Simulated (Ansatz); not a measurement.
## Changed inputs in constrained RPA: CaVO3 (cubic perovskite) (Pm-3m)

What does U in CaVO3 (cubic perovskite) (Pm-3m) depend on besides the window?

Main program and level: Ansatz 0.2.0; constrained RPA on LDA, plane waves, PAW.

The structure was built from a prototype and need not be the compound's stable phase.

## (1) Set-up

Symmetry: Pm-3m, No. 221, cubic system. The conventional cell has a = 3.717 Å, b = 3.717 Å, c = 3.717 Å, α = 90.00°, β = 90.00°, γ = 90.00°. Nearest to Ca lie 12 O at 2.63 Å. V has 6 O at 1.86 Å nearest. Nearest to O lie 2 V at 1.86 Å and 4 Ca at 2.63 Å. Farther neighbours and most contacts between anions are not listed.

The structure was relaxed with LDA. The structure type comes from a generator and need not be one that this composition takes. The structure was generated from a model, not taken from a measurement. The runs that relaxed it are not among those shown. The program's search for lower electronic states was switched off, so nothing shows that the state found is the lowest. The default PAW set here is soft_2. Its files were made with PBE.

## (2) Base: V t2g, bands v1 to c2, 6×6×6 mesh, medium accuracy

Constrained RPA screens the interaction with every transition except those inside the target bands, which a later many-body model would treat itself.

input.yaml reads:

```yaml
crystal:
  lattice:
    - [0.0, -3.71685633, 0.0]
    - [0.0, 0.0, 3.71685633]
    - [-3.71685633, 0.0, 0.0]
  atoms:
    - { symbol: Ca, position: [0.0, 0.0, 0.0] }
    - { symbol: V, position: [0.5, 0.5, 0.5] }
    - { symbol: O, position: [0.5, 0.5, 0.0] }
    - { symbol: O, position: [0.5, 0.0, 0.5] }
    - { symbol: O, position: [0.0, 0.5, 0.5] }
kpoints:
  mp_grid: { grid: [6, 6, 6] }
hamiltonian:
  xc: lda
scf:
  occupations: { method: gaussian, width: 0.08 }
  n_extra_bands: 19
  max_iter: 150
  lower_state_search: "off"
output:
  crpa:
    kmesh: [6, 6, 6]
    target_bands: [v1, c2]
    projections: [{ species: V, l: d, shell: 3, orbitals: [dxz, dyz, dxy] }]
  local_orbitals:
    kmesh: [6, 6, 6]
    orbitals: [{ species: V, l: d, shell: 3, orbitals: [dxz, dyz, dxy] }]
    window: { bands: [v1, c2] }
    seedname: lo
```

The run is started by

```
ansatz run input.yaml --threads 4 --pin off --max-ram 14745MiB --backend cpu --events-out ev --progress --plain --runs-dir out
```

Numbers of over 12 decimals in the logs are rounded to 6 here.

What it wrote:

```text
scf.n_extra_bands = 19 over 21 filled bands (N_el = 41.0): the run solves 40 bands
Engine: ansatz 0.2.0, aarch64-unknown-linux-gnu
Pseudopotentials: kind: paw
Pseudopotential: Ca, paw, valence charge 10, recommended cutoff 420 eV (normal), Ca.paw.azcp
Pseudopotential: V, paw, valence charge 13, recommended cutoff 420 eV (normal), V.paw.azcp
Pseudopotential: O, paw, valence charge 6, recommended cutoff 420 eV (normal), O.paw.azcp
Functional definition: SPW92
  exchange = slater_x
  correlation = pw_c
Crystal: 5 atoms, lattice volume = 51.348 Å³
Basis set: ecut = 420 eV, 1021 PW (Γ)
Bands: 40, of which v1, the nominal top of the filled ones, is band 21 counted from 1 (20 counted from 0)
Symmetry: 48 space group operations
Space group: Pm-3m (ITA 221), of the structure as read, at distance tolerance 3.7e-5 Å
k-points: 20 of 216
Non-local potential: Ca, projectors of the file, l = 0: 3, l = 1: 2, l = 2: 2
Non-local potential: V, projectors of the file, l = 0: 3, l = 1: 2, l = 2: 3, l = 3: 1
Non-local potential: O, projectors of the file, l = 0: 2, l = 1: 2, l = 2: 1
PAW form: soft (Blöchl's): semilocal exchange-correlation on the pseudo side does not see the compensation charge
PAW frozen core: Ca, regenerated for the run's functional, and the local potential with it (the file was generated under x = pbe(κ = 0.804, μ = 0.219515), c = pbe(β = 0.066725))
PAW frozen core: V, regenerated for the run's functional, and the local potential with it (the file was generated under x = pbe(κ = 0.804, μ = 0.219515), c = pbe(β = 0.066725))
PAW frozen core: O, regenerated for the run's functional, and the local potential with it (the file was generated under x = pbe(κ = 0.804, μ = 0.219515), c = pbe(β = 0.066725))
PAW one-centre angular grid: Ca, 110 points (default); XC on 64 Gauss nodes
PAW one-centre angular grid: V, 590 points (default); XC on 64 Gauss nodes
PAW one-centre angular grid: O, 110 points (default); XC on 64 Gauss nodes
Initial density: superposition of atomic densities (neutral atoms: chi_scale 0, normalization atom), corrected by the library's trained network
Initial wavefunctions: pseudopotential atomic-orbital guess
Functional: x = slater, c = lda
SCF iter   1: F=—  HF=-6305.736533 eV  |F-HF|=—  |Δ(HF+E_count)|=         —  Δρ=2.02e-2  dr2=1.87e-1  ethr=1.77e-3  ⟨swp⟩=7.0  Hψ=3822  notcnv=0  defer=107
preconditioner: auto → Resta (q_TF=auto, 2.628 Å⁻¹)  ε∞=3.1  [insulator: Δε(μ)=0.090 eV  Ē_g=19.839 eV  σ=0.080 eV  W_gap=0.53  n_scr=18 (ndim 8)  ℏωp=28.9 eV  f_vac=0.000  D(μ)=1.89/eV (n_scr^D=18)  ε∞_Penn≈3.1]
SCF iter   2: F=—  HF=-6305.701383 eV  |F-HF|=—  |Δ(HF+E_count)|=   3.51e-2  Δρ=9.77e-3  dr2=4.88e-2  ethr=4.56e-4  ⟨swp⟩=2.0  Hψ=1060  notcnv=0  defer=212
[...]
SCF 1 converged in 6 iterations: F = -6305.690976 eV  dr2 = 4.09e-8
[...]
NSCF: frozen V_eff on 23 k-points
NSCF: frozen V_eff on 20 k-points
[...]
cRPA screening: q 1/216
cRPA screening: q 2/216
cRPA screening: q 8/216 (q-point 3)
cRPA screening: q 14/216 (q-point 4)
cRPA screening: q 17/216 (q-point 8)
cRPA screening: q 29/216 (q-point 9)
cRPA screening: q 53/216 (q-point 10)
cRPA screening: q 65/216 (q-point 15)
cRPA screening: q 77/216 (q-point 16)
cRPA screening: q 89/216 (q-point 22)
[...]
cRPA screening: q 190/216 (q-point 87)
cRPA screening: q 198/216 (q-point 88)
cRPA screening: q 210/216 (q-point 94)
cRPA screening: q 216/216 (q-point 130)
SCF converged after 6 iterations
Free energy (F): -6305.690976 eV
Harris-Foulkes:  -6305.690976 eV  (|F-HF|=1.51e-8)
Internal energy: -6305.684628 eV  (E = F + TS)
E sigma→0 (E₀):  -6305.687802 eV
Entropy (-TS):   -0.006348 eV (-1.270 meV/atom)
Fermi energy:    12.518441 eV
--- Per-component energies (eV) ---
  E_band       = -269.377425
  E_kinetic    = 1143.281872
  E_local      = -2617.126691  (includes V_loc(G=0)·N_el)
  E_nonlocal   = 170.588224
  E_hartree    = 1011.818064
  E_xc         = -485.816549
  E_vxc        = -619.536481  (∫ρ·V_xc dr)
  E_paw        = -2316.540942  (= ΣΔE_a)
  E_vpaw       = -370.234175  (= ΣTr[D̂ρ^β])
  E_aug_tail   = 0.007774  (compensation charges beyond the density's cutoff)
  E_ewald      = -3212.816461
  E_core_change = 0.920080  (= ΣΔE_core)
  E_smearing   = -0.006348  (= −TS)
  E_closure    = 0.000000  (closes the sum)
  Σ components = -6305.690976   (vs F -6305.690976, Δ=0.00e0)
--- Band table (eV; the first three rows and the last of 20) ---
  k-point 0: bands = [... 17 lower, 9.8891, 9.8891, 9.8891, 11.4573, 11.4573, 11.4573, 14.1877, 14.1877, ... 15 higher]
  k-point 1: bands = [... 17 lower, 8.9755, 9.7088, 9.7088, 11.4974, 12.2085, 12.2085, 14.2252, 15.0349, ... 15 higher]
  k-point 2: bands = [... 17 lower, 8.2462, 9.5650, 9.5650, 11.5801, 13.2861, 13.2861, 14.2586, 16.2186, ... 15 higher]
  k-point 19: bands = [... 17 lower, 10.3899, 10.3899, 10.3899, 14.3385, 14.3385, 14.3385, 16.5703, 16.5703, ... 15 higher]
--- cRPA (band scheme, projected local orbitals): target bands 21..23 (1-based), 3 Wannier function(s), 6×6×6 mesh, 46 bands' worth read of 51 solved, ecut_chi 136.0 eV, v(q+G=0) probe_charge, pair densities all_electron ---
  bands read: the sum over 46 bands ends inside a degenerate multiplet in 36 slots, whose members it reads at an even weight; the widest, k=0: bands 45 to 47 (counted from 1) at 2/3 each
  χ-basis size per q: N_G = 160..192
  window electrons = 1.0000, filled by tetrahedron_uncorrected; constrained ε̄⁻¹(q = 0, 0) head = 0.171986; min gauge Gram eig = 0.6987
  Kanamori averages over each shell's own Wannier functions (sites counted from 0, functions from 1):
    Site 1, 3D, 3 of 5 d orbitals (Wannier functions 1, 2, 3; wannier90's mr 2, 3, 5):
      screened: U = 3.3268 eV, U' = 2.4796 eV, J = 0.4072 eV
      screened, to within: U = 4.6e-3 eV, U' = 4.6e-3 eV, J = 6.5e-4 eV
      bare: V = 15.9880 eV, V' = 14.8187 eV, J = 0.5489 eV
  Hermiticity witness max|P − P†| over intra, direct and exchange elements: 1.78e-15 eV (screened), 1.03e-19 eV (bare)
  Reality witness max|Im| over intra, direct and exchange elements: 6.56e-20 eV (screened), 3.84e-19 eV (bare)
```

Elapsed: 2.4 min, on 4 threads of Arm Neoverse V1, shared host; peak memory 0.68 GiB; 9.1 min of CPU time.

In the SCF lines HF is the Harris–Foulkes energy and dr2 the Hartree energy of the density residual, in eV; the loop may stop once dr2 is under the threshold and the program's other checks hold. Hψ counts applications of the Hamiltonian.

This step gave:

| Property | Result |
| --- | --- |
| U | 3.327 eV |
| U prime (inter-orbital) | 2.480 eV |
| J | 0.4072 eV |
| bare V | 15.99 eV |
| bare J | 0.5489 eV |
| stated bound on U | 0.004518 eV |
| U over bare V | 0.2081 |
| electrons in the window | 1.000 |
| head of the constrained inverse dielectric matrix | 0.1720 |
| least eigenvalue of the projection's overlap | 0.6987 |
| target functions | 3 |
| bands in the sums | 46 |
| r.m.s. miss of the model bands | 0.004112 eV |
| width of the target bands | 2.881 eV |
| weight of the projected orbitals in the window | 0.7727 |

On the V t2g shell, screening brings the on-site interaction from 16.0 eV down to U = 3.33 eV.

## (3) Changed: 4×4×4 mesh

input.yaml, the sections that differ from step 2:

```yaml
output:
  crpa:
    kmesh: [4, 4, 4]
    target_bands: [v1, c2]
    projections: [{ species: V, l: d, shell: 3, orbitals: [dxz, dyz, dxy] }]
# crystal, kpoints, hamiltonian, scf: as in step 2
```

What it wrote:

```text
[...]
Crystal: 5 atoms, lattice volume = 51.348 Å³
Basis set: ecut = 420 eV, 1021 PW (Γ)
Bands: 40, of which v1, the nominal top of the filled ones, is band 21 counted from 1 (20 counted from 0)
Symmetry: 48 space group operations
[...]
k-points: 20 of 216
[...]
SCF iter   1: F=—  HF=-6305.736533 eV  |F-HF|=—  |Δ(HF+E_count)|=         —  Δρ=2.02e-2  dr2=1.87e-1  ethr=1.77e-3  ⟨swp⟩=7.0  Hψ=3822  notcnv=0  defer=107
[...]
SCF iter   6: F=-6305.690976 eV  HF=-6305.690976 eV  |F-HF|=1.51e-8  |Δ(HF+E_count)|=   9.25e-8  Δρ=7.52e-6  dr2=4.09e-8  ethr=2.44e-10  ⟨swp⟩=8.8  Hψ=3659  notcnv=0
SCF 1 converged in 6 iterations: F = -6305.690976 eV  dr2 = 4.09e-8
[...]
NSCF: frozen V_eff on 10 k-points
[...]
cRPA screening: q 1/64
cRPA screening: q 2/64
cRPA screening: q 8/64 (q-point 3)
cRPA screening: q 11/64 (q-point 6)
cRPA screening: q 23/64 (q-point 7)
cRPA screening: q 35/64 (q-point 11)
cRPA screening: q 38/64 (q-point 22)
cRPA screening: q 46/64 (q-point 23)
cRPA screening: q 58/64 (q-point 27)
cRPA screening: q 64/64 (q-point 43)
SCF converged after 6 iterations
Free energy (F): -6305.690976 eV
[...]
Internal energy: -6305.684628 eV  (E = F + TS)
E sigma→0 (E₀):  -6305.687802 eV
Entropy (-TS):   -0.006348 eV (-1.270 meV/atom)
Fermi energy:    12.518441 eV
[...]
--- Band table (eV; the first three rows and the last of 20) ---
  k-point 0: bands = [... 17 lower, 9.8891, 9.8891, 9.8891, 11.4573, 11.4573, 11.4573, 14.1877, 14.1877, ... 15 higher]
  k-point 1: bands = [... 17 lower, 8.9755, 9.7088, 9.7088, 11.4974, 12.2085, 12.2085, 14.2252, 15.0349, ... 15 higher]
  k-point 2: bands = [... 17 lower, 8.2462, 9.5650, 9.5650, 11.5801, 13.2861, 13.2861, 14.2586, 16.2186, ... 15 higher]
  k-point 19: bands = [... 17 lower, 10.3899, 10.3899, 10.3899, 14.3385, 14.3385, 14.3385, 16.5703, 16.5703, ... 15 higher]
[...]
χ-basis size per q: N_G = 160..192
[...]
Site 1, 3D, 3 of 5 d orbitals (Wannier functions 1, 2, 3; wannier90's mr 2, 3, 5):
      screened: U = 3.3352 eV, U' = 2.4844 eV, J = 0.4088 eV
      screened, to within: U = 4.5e-3 eV, U' = 4.5e-3 eV, J = 6.5e-4 eV
      bare: V = 16.0609 eV, V' = 14.8876 eV, J = 0.5510 eV
[...]
```

It took 24 s on 4 threads; peak memory 0.5 GiB.

Numbers from this step:

* U: 3.335 eV
* U prime (inter-orbital): 2.484 eV
* J: 0.4088 eV
* bare V: 16.06 eV
* bare J: 0.5510 eV
* stated bound on U: 0.004439 eV
* U over bare V: 0.2077
* electrons in the window: 1.0000
* head of the constrained inverse dielectric matrix: 0.1640
* least eigenvalue of the projection's overlap: 0.6987
* target functions: 3
* bands in the sums: 46
* width of the target bands: 2.881 eV
* weight of the projected orbitals in the window: 0.7727

On the V t2g shell, screening brings the on-site interaction from 16.1 eV down to U = 3.34 eV.

## (4) Changed: 8×8×8 mesh

input.yaml: that of step 3 with these lines changed.

```diff
@@ -22,3 +22,3 @@
   crpa:
-    kmesh: [4, 4, 4]
+    kmesh: [8, 8, 8]
     target_bands: [v1, c2]
```

What it wrote:

```text
[...]
Crystal: 5 atoms, lattice volume = 51.348 Å³
Basis set: ecut = 420 eV, 1021 PW (Γ)
Bands: 40, of which v1, the nominal top of the filled ones, is band 21 counted from 1 (20 counted from 0)
Symmetry: 48 space group operations
[...]
k-points: 20 of 216
[...]
k-point 19: bands = [... 17 lower, 10.3899, 10.3899, 10.3899, 14.3385, 14.3385, 14.3385, 16.5703, 16.5703, ... 15 higher]
[...]
χ-basis size per q: N_G = 160..193
[...]
Site 1, 3D, 3 of 5 d orbitals (Wannier functions 1, 2, 3; wannier90's mr 2, 3, 5):
      screened: U = 3.3335 eV, U' = 2.4866 eV, J = 0.4071 eV
      screened, to within: U = 4.6e-3 eV, U' = 4.6e-3 eV, J = 6.4e-4 eV
      bare: V = 15.9769 eV, V' = 14.8080 eV, J = 0.5487 eV
[...]
[key lines of the parts left out:]
SCF converged after 6 iterations
Free energy (F): -6305.690976 eV
Fermi energy:    12.518441 eV
```

It took 10 min on 4 threads; peak memory 1 GiB; 38 min of CPU time.

This step gave:

```yaml
u: 3.334 eV
u_prime_inter_orbital: 2.487 eV
j: 0.4071 eV
bare_v: 15.98 eV
bare_j: 0.5487 eV
stated_bound_on_u: 0.004581 eV
u_over_bare_v: 0.2086
electrons_in_the_window: 1.000
head_of_the_constrained_inverse_dielectric_matrix: 0.1750
least_eigenvalue_of_the_projection_s_overlap: 0.6987
target_functions: 3
bands_in_the_sums: 46
width_of_the_target_bands: 2.881 eV
weight_of_the_projected_orbitals_in_the_window: 0.7727
```

On the V t2g shell, screening brings the on-site interaction from 16.0 eV down to U = 3.33 eV.

## (5) Changed: 2×2×2 mesh

input.yaml: that of step 4 with these lines changed.

```diff
@@ -22,3 +22,3 @@
   crpa:
-    kmesh: [8, 8, 8]
+    kmesh: [2, 2, 2]
     target_bands: [v1, c2]
```

What it wrote:

```text
[...]
Crystal: 5 atoms, lattice volume = 51.348 Å³
Basis set: ecut = 420 eV, 1021 PW (Γ)
Bands: 40, of which v1, the nominal top of the filled ones, is band 21 counted from 1 (20 counted from 0)
Symmetry: 48 space group operations
[...]
k-points: 20 of 216
[...]
k-point 19: bands = [... 17 lower, 10.3899, 10.3899, 10.3899, 14.3385, 14.3385, 14.3385, 16.5703, 16.5703, ... 15 higher]
[...]
χ-basis size per q: N_G = 160..192
[...]
Site 1, 3D, 3 of 5 d orbitals (Wannier functions 1, 2, 3; wannier90's mr 2, 3, 5):
      screened: U = 3.6511 eV, U' = 2.7375 eV, J = 0.4384 eV
      screened, to within: U = 4.4e-3 eV, U' = 4.4e-3 eV, J = 7.2e-4 eV
      bare: V = 16.9520 eV, V' = 15.7140 eV, J = 0.5838 eV
[...]
[key lines of the parts left out:]
SCF converged after 6 iterations
Free energy (F): -6305.690976 eV
Fermi energy:    12.518441 eV
```

It took 4.1 s on 4 threads; peak memory 0.44 GiB.

This step gave:

```yaml
u: 3.651 eV
u_prime_inter_orbital: 2.737 eV
j: 0.4384 eV
bare_v: 16.95 eV
bare_j: 0.5838 eV
stated_bound_on_u: 0.004397 eV
u_over_bare_v: 0.2154
electrons_in_the_window: 1.0000
head_of_the_constrained_inverse_dielectric_matrix: 0.1285
least_eigenvalue_of_the_projection_s_overlap: 0.6987
target_functions: 3
bands_in_the_sums: 46
width_of_the_target_bands: 2.881 eV
weight_of_the_projected_orbitals_in_the_window: 0.7727
```

On the V t2g shell, screening brings the on-site interaction from 17.0 eV down to U = 3.65 eV.

## (6) Changed: smooth pair densities

input.yaml: that of step 5 with these lines changed.

```diff
@@ -22,4 +22,5 @@
   crpa:
-    kmesh: [2, 2, 2]
+    kmesh: [6, 6, 6]
     target_bands: [v1, c2]
     projections: [{ species: V, l: d, shell: 3, orbitals: [dxz, dyz, dxy] }]
+    pair_densities: pseudo
```

What it wrote:

```text
[...]
Crystal: 5 atoms, lattice volume = 51.348 Å³
Basis set: ecut = 420 eV, 1021 PW (Γ)
Bands: 40, of which v1, the nominal top of the filled ones, is band 21 counted from 1 (20 counted from 0)
Symmetry: 48 space group operations
[...]
k-points: 20 of 216
[...]
χ-basis size per q: N_G = 160..192
[...]
Site 1, 3D, 3 of 5 d orbitals (Wannier functions 1, 2, 3; wannier90's mr 2, 3, 5):
      screened: U = 3.3476 eV, U' = 2.4723 eV, J = 0.4205 eV
      screened, to within: U = 8.2e-3 eV, U' = 8.2e-3 eV, J = 3.5e-4 eV
      screened, sum over states alone: U = 3.5679 eV, U' = 2.5301 eV, J = 0.5018 eV
      bare: V = 15.9880 eV, V' = 14.8187 eV, J = 0.5489 eV
[...]
[key lines of the parts left out:]
SCF converged after 6 iterations
Free energy (F): -6305.690976 eV
Fermi energy:    12.518441 eV
```

It took 2.4 min on 4 threads; peak memory 0.61 GiB; 8.9 min of CPU time.

This step gave:

| Quantity | Value |
| --- | --- |
| U | 3.348 eV |
| U prime (inter-orbital) | 2.472 eV |
| J | 0.4205 eV |
| bare V | 15.99 eV |
| bare J | 0.5489 eV |
| stated bound on U | 0.008132 eV |
| U over bare V | 0.2094 |
| electrons in the window | 1.000 |
| head of the constrained inverse dielectric matrix | 0.1721 |
| least eigenvalue of the projection's overlap | 0.6987 |
| target functions | 3 |
| bands in the sums | 46 |
| width of the target bands | 2.881 eV |
| weight of the projected orbitals in the window | 0.7727 |

On the V t2g shell, screening brings the on-site interaction from 16.0 eV down to U = 3.35 eV.

## (7) Changed: sums over states

input.yaml: that of step 6 with these lines changed.

```diff
@@ -25,2 +25,4 @@
     projections: [{ species: V, l: d, shell: 3, orbitals: [dxz, dyz, dxy] }]
-    pair_densities: pseudo
+    accuracy: sum_over_states
+    n_empty_bands: 42
+    ecut_chi: 136
```

What it wrote:

```text
[...]
Crystal: 5 atoms, lattice volume = 51.348 Å³
Basis set: ecut = 420 eV, 1021 PW (Γ)
Bands: 40, of which v1, the nominal top of the filled ones, is band 21 counted from 1 (20 counted from 0)
Symmetry: 48 space group operations
[...]
k-points: 20 of 216
[...]
χ-basis size per q: N_G = 160..192
[...]
U and J over all bands: no bound (output.crpa.accuracy: sum_over_states); those below are of the sums over the bands read on the sphere of ecut_chi, with what the atoms add
[...]
Site 1, 3D, 3 of 5 d orbitals (Wannier functions 1, 2, 3; wannier90's mr 2, 3, 5):
      screened: U = 3.4276 eV, U' = 2.4798 eV, J = 0.4576 eV
      bare: V = 15.9880 eV, V' = 14.8187 eV, J = 0.5489 eV
[...]
[key lines of the parts left out:]
SCF converged after 6 iterations
Free energy (F): -6305.690976 eV
Fermi energy:    12.518441 eV
```

Wall time 18 s (4 threads); peak memory 0.68 GiB; 66 s of CPU time.

This variant gives U = 3.43 eV against 3.33 eV. It is a finite sum over empty states with no bound on its error and stays out of the table below.

## (8) Changed: a wide Fermi-Dirac smearing

input.yaml: that of step 7 with these lines changed.

```diff
@@ -16,3 +16,3 @@
 scf:
-  occupations: { method: gaussian, width: 0.08 }
+  occupations: { method: fermi_dirac, width: 1.0 }
   n_extra_bands: 19
@@ -25,4 +25 @@
     projections: [{ species: V, l: d, shell: 3, orbitals: [dxz, dyz, dxy] }]
-    accuracy: sum_over_states
-    n_empty_bands: 42
-    ecut_chi: 136
```

What it wrote:

```text
scf.n_extra_bands = 19 over 21 filled bands (N_el = 41.0): the run solves 40 bands
Engine: ansatz 0.2.0, aarch64-unknown-linux-gnu
Pseudopotentials: kind: paw
Pseudopotential: Ca, paw, valence charge 10, recommended cutoff 420 eV (normal), Ca.paw.azcp
Pseudopotential: V, paw, valence charge 13, recommended cutoff 420 eV (normal), V.paw.azcp
Pseudopotential: O, paw, valence charge 6, recommended cutoff 420 eV (normal), O.paw.azcp
Functional definition: SPW92
[...]
k-point 2: bands = [... 17 lower, 8.1524, 9.4827, 9.4827, 11.9721, 13.6114, 13.6114, 14.7163, 16.4020, ... 15 higher]
  k-point 19: bands = [... 17 lower, 10.2697, 10.2697, 10.2697, 14.7395, 14.7395, 14.7395, 16.6557, 16.6557, ... 15 higher]
Error: cRPA refused: cRPA: band v10 at k-index 0 must be full below output.crpa.target_bands = [v1, c2] or empty above, but its occupation deviates by 4.09e-3 of a full band (tolerance 1e-3). Include the band in the window or, for the tail of a fermi_dirac temperature, lower scf.occupations.width or leave the width out
[key lines of the parts left out:]
SCF converged after 7 iterations
Free energy (F): -6308.061462 eV
Fermi energy:    12.188778 eV
```

Wall time 1.7 s (4 threads); peak memory 0.52 GiB.

The self-consistent loop converged; the step after it was not made. The program's words: cRPA refused: cRPA: band v10 at k-index 0 must be full below output.crpa.target_bands = [v1, c2] or empty above, but its occupation deviates by 4.09e-3 of a full band (tolerance 1e-3). Include the band in the window or, for the tail of a fermi_dirac temperature, lower scf.occupations.width or leave the width out

The fault put into this input: a wide Fermi-Dirac smearing.

(Part 1 of 2 ends here.)

[Paths, hosts, dates, memory and timing lines, banners, echoed tables and standing remarks are left out of the program output.]

[Logs are printed without paths, hosts, clocks, repeated set-up lines and the standing remarks that a program may print on its own settings, such as how far it seeks lower states.]

[Runs of the session that timed out or met a known fault of the program may be left out.]

[Hosts, paths, dates, database ids (printed as entryN), source tags and the programs' standing remarks are cut or masked in the printed files.]
